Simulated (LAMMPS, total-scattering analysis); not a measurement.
# 85GeO2-15Al2O3 (mol %): neutron weights and totals by hand

A simulated model of 85GeO2-15Al2O3 (mol %) at 300 K, zero pressure, from classical molecular dynamics (LAMMPS) with the Morse and Coulomb pair potential with partial charges (Pedone, Malavasi, Menziani, Cormack and Segre, J. Phys. Chem. B 110, 11780 (2006)). The average runs over 8.0 ps of 600 atoms. It is rigid on the time of the run, a glass quenched from the melt; how it was made: 600 atoms placed at random at 3.45 g/cm^3, melted at 4000 K for 8 ps, cooled at 150 K/ps. Atom fractions Ge 0.2583, Al 0.0900, O 0.6517; masses Ge 72.630, Al 26.982, O 15.999 u; density 3.6758 g/cm³; coherent lengths Ge 8.185, Al 3.449, O 5.8037 fm. Faber–Ziman partials at a few Q:

| Q (Å⁻¹) | S Ge–O | S O–O | S Ge–Ge | S Ge–Al | S Al–O | S Al–Al |
| --- | --- | --- | --- | --- | --- | --- |
| 1.80 | 2.335 | 0.030 | 1.628 | 0.757 | 1.871 | -0.522 |
| 3.60 | 1.268 | 0.560 | 0.573 | 0.133 | 1.171 | 0.321 |
| 4.80 | 1.833 | 1.424 | 0.806 | 1.091 | 1.691 | 1.184 |

The pair function g(GeO), r in Å, every 0.06 Å up to its first minimum: 1.59 0.05, 1.65 4.19, 1.71 19.76, 1.77 11.52, 1.83 2.52, 1.89 0.68, 1.95 0.29, 2.01 0.18, 2.07 0.09, 2.13 0.06, 2.19 0.04.

**Tasks.** (a) The number density. (b) The neutron weights. (c) The neutron S(Q) at the listed Q. (d) The number of O around Ge.

(a) The mean mass is 0.2583×72.630 + 0.0900×26.982 + 0.6517×15.999 = 31.615 u, so ρ₀ = 3.6758/(31.615 × 1.66054) = 0.07002 Å⁻³.

(b) ⟨b⟩ = 0.2583×8.185 + 0.0900×3.449 + 0.6517×5.8037 = 6.207 fm. The weight of a pair is ci cj bi bj (2 − δij)/⟨b⟩²: Ge–O 0.415, O–O 0.371, Ge–Ge 0.116, Ge–Al 0.034, Al–O 0.061, Al–Al 0.003; they sum to 1.000.

(c) S = 1 + Σ w (Sij − 1). At 1.80 Å⁻¹: 1 + 0.554 − 0.360 + 0.073 − 0.008 + 0.053 − 0.004 = 1.308; Ge–O pushes up most; O–O pulls down most. At 3.60 Å⁻¹: 1 + 0.111 − 0.163 − 0.050 − 0.030 + 0.010 − 0.002 = 0.876; Ge–O pushes up most; O–O pulls down most. At 4.80 Å⁻¹: 1 + 0.346 + 0.157 − 0.023 + 0.003 + 0.042 + 0.000 = 1.525; Ge–O pushes up most; Ge–Ge pulls down most.

(d) n = 4πρ₀ c(O) Σ r² g Δr. The sum Σ r² g over the listed points is 119.0 Å², so n = 4π × 0.07002 × 0.6517 × 119.0 × 0.06 = 4.09; counting pairs in the frames up to 2.22 Å gives 4.08. By balance, each O has n c(Ge)/c(O) = 1.62 Ge.
